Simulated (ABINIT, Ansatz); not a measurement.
# TiO2 (Anatase): changed settings of a GW run in ABINIT

A base run on TiO2 (Anatase), then changed inputs.

Program: ABINIT 10.8.3. Level of theory: PBE and many-body steps on it, plane waves. Results are calculated unless marked as measured.

Report form: the programs' logs are mostly left out.

## (1) The starting structure

Symmetry: I4_1/amd, No. 141, tetragonal system. The conventional cell has a = 3.784 Å, b = 3.784 Å, c = 9.515 Å, α = 90.00°, β = 90.00°, γ = 90.00°. Ti has 6 O at 1.93 to 1.98 Å nearest. Nearest to O lie 3 Ti at 1.93 to 1.98 Å. Farther neighbours and most contacts between anions are not listed.

The cell and positions come from the Crystallography Open Database and are kept as given unless a step says otherwise.

## (2) Screening, 4×4×4 mesh, 106 bands, screening to 141.5 eV

This step: ABINIT 10.8.3; RPA screening on PBE, plane waves, norm-conserving pseudopotentials.

The RPA dielectric matrix is built and inverted for each q.

run.abi reads:

```
acell 3*1.0 Angstrom
rprim 
  -1.892100000000 1.892100000000 4.757300000000
  1.892100000000 -1.892100000000 4.757300000000
  1.892100000000 1.892100000000 -4.757300000000
ntypat 2
znucl 22 8
natom 6
typat 1 1 2 2 2 2
xred 
  0.000000000000 0.000000000000 0.000000000000
  0.750000000000 0.250000000000 0.500000000000
  0.208100000000 0.208100000000 0.000000000000
  0.958100000000 0.458100000000 0.500000000000
  0.541900000000 0.041900000000 0.500000000000
  0.791900000000 0.791900000000 0.000000000000
pp_dirpath "pseudos"
pseudos "Ti.upf, O.upf"
ecut 38
ngkpt 4 4 4
nshiftk 1
shiftk 0 0 0
kptopt 1
chksymbreak 0
istwfk *1
occopt 1
irdwfk 1
optdriver 3
nband 106
ecuteps 5.2
inclvkb 2
awtr 1
symchi 1
indata_prefix "in"
outdata_prefix "out"
tmpdata_prefix "tmp"
```

The run is started by

```console
> OMP_NUM_THREADS=1 mpirun -n 4 abinit run.abi > log
```

The job ended after 24 min (4 MPI ranks of Arm Neoverse V1, shared host; peak memory 14 GiB).

This step gave:

```yaml
eps_infinity_with_local_fields_on_this_mesh_along_the_program_s_q_direction: 6.665
the_same_without_local_fields: 7.037
plasma_frequency: 31.17 eV
plane_waves_in_the_screening_matrix: 269
```

Local fields lower ε∞ by 5 %.

## (3) Base

The self-energy is evaluated for the states that the input lists, and the levels follow from it, in one-shot runs by the linearised quasiparticle equation.

This step: G0W0 on PBE, plane waves, norm-conserving pseudopotentials.

run.abi, as its differences from that of step 2:

```diff
@@ -27,8 +27,19 @@
 irdwfk 1
-optdriver 3
+optdriver 4
 nband 106
+gwcalctyp 0
+ecutsigx 38
+symsigma 1
+nkptgw 3
+kptgw 
+  0.5000000000 0.5000000000 0.0000000000
+  0.0000000000 0.0000000000 0.0000000000
+  -0.2500000000 -0.2500000000 0.2500000000
+bdgw 
+  23 26
+  23 26
+  23 26
 ecuteps 5.2
-inclvkb 2
-awtr 1
-symchi 1
+irdscr 1
+ppmodel 1
 indata_prefix "in"
```

It took 57 s on 4 MPI ranks; peak memory 9.2 GiB; 3.8 min of CPU time.

This step gave:

```yaml
g0w0_gap_on_the_points_computed: 3.714 eV
starting_gap_on_the_mesh: 2.189 eV
k_of_the_valence_top: 0.5, 0.5, 0
k_of_the_conduction_bottom: 0, 0, 0
z_at_the_valence_top: 0.763
z_at_the_conduction_bottom: 0.786
least_direct_g0w0_gap_on_the_computed_points: 4.057 eV
```

The gap on the mesh goes from 2.19 eV to 3.71 eV, a correction of +1.53 eV.

## (4) Point off the mesh

run.abi, as its differences from that of step 3:

```diff
@@ -32,11 +32,7 @@
 symsigma 1
-nkptgw 3
+nkptgw 1
 kptgw 
-  0.5000000000 0.5000000000 0.0000000000
-  0.0000000000 0.0000000000 0.0000000000
-  -0.2500000000 -0.2500000000 0.2500000000
+  0.137 0.291 0
 bdgw 
-  23 26
-  23 26
-  23 26
+  24 25
 ecuteps 5.2
@@ -47 +43,2 @@
 tmpdata_prefix "tmp"
+gwmem 00
```

The job ended after 2.1 s (4 MPI ranks; peak memory 0.05 GiB).

The run stopped with an error after 2.1 s.

The program's words: k-point [ 1.3700E-01,  2.9100E-01,  0.0000E+00]  not in the list of k points treated in the preparatory SCF run. Change kptgw, or shiftk of previous run.

The fault put into this input: point off the mesh.

## (5) The runs together

Times are wall times on 4 MPI ranks of Arm Neoverse V1, shared host, good to a factor of about two. A run's time includes the screening step that it read.

```csv
run,mesh,bands,screening cutoff (eV),DFT gap (eV),gap on the mesh (eV),direct (eV),ε∞ used,time
base,4×4×4,106,141.5,2.189,3.714,4.057,6.67,25 min
```

## (6) Summary of results

```json
{
  "base": "3.714 eV",
  "known limits": "not at the basis limit"
}
```

What this shows: Bands and cutoff are finite, so the gap is not at the basis limit. The miss can reach some tenths of an eV and take either sign; the mesh is an error of its own. In the G0W0 run levels were corrected at 3 k points alone, so a gap called «on the mesh» is the least over those, and an edge elsewhere would be missed.

[Paths, hosts, dates, memory and timing lines, banners, echoed tables and standing remarks are left out of the program output.]

[Logs are printed without paths, hosts, clocks, repeated set-up lines and the standing remarks that a program may print on its own settings, such as how far it seeks lower states.]

[Runs of the session that timed out or met a known fault of the program may be left out.]

[Hosts, paths, dates, database ids (printed as entryN), source tags and the programs' standing remarks are cut or masked in the printed files.]

[G0W0 gaps are taken among the corrected bands and points alone; a level outside them can change the order at an edge.]

[Where Ansatz stands beside ABINIT at settings called matched, ABINIT's density can come from a denser mesh and the files from another edition; pairs whose starting gaps differed by over 0.03 eV were left out, so agreement reads better than it is.]
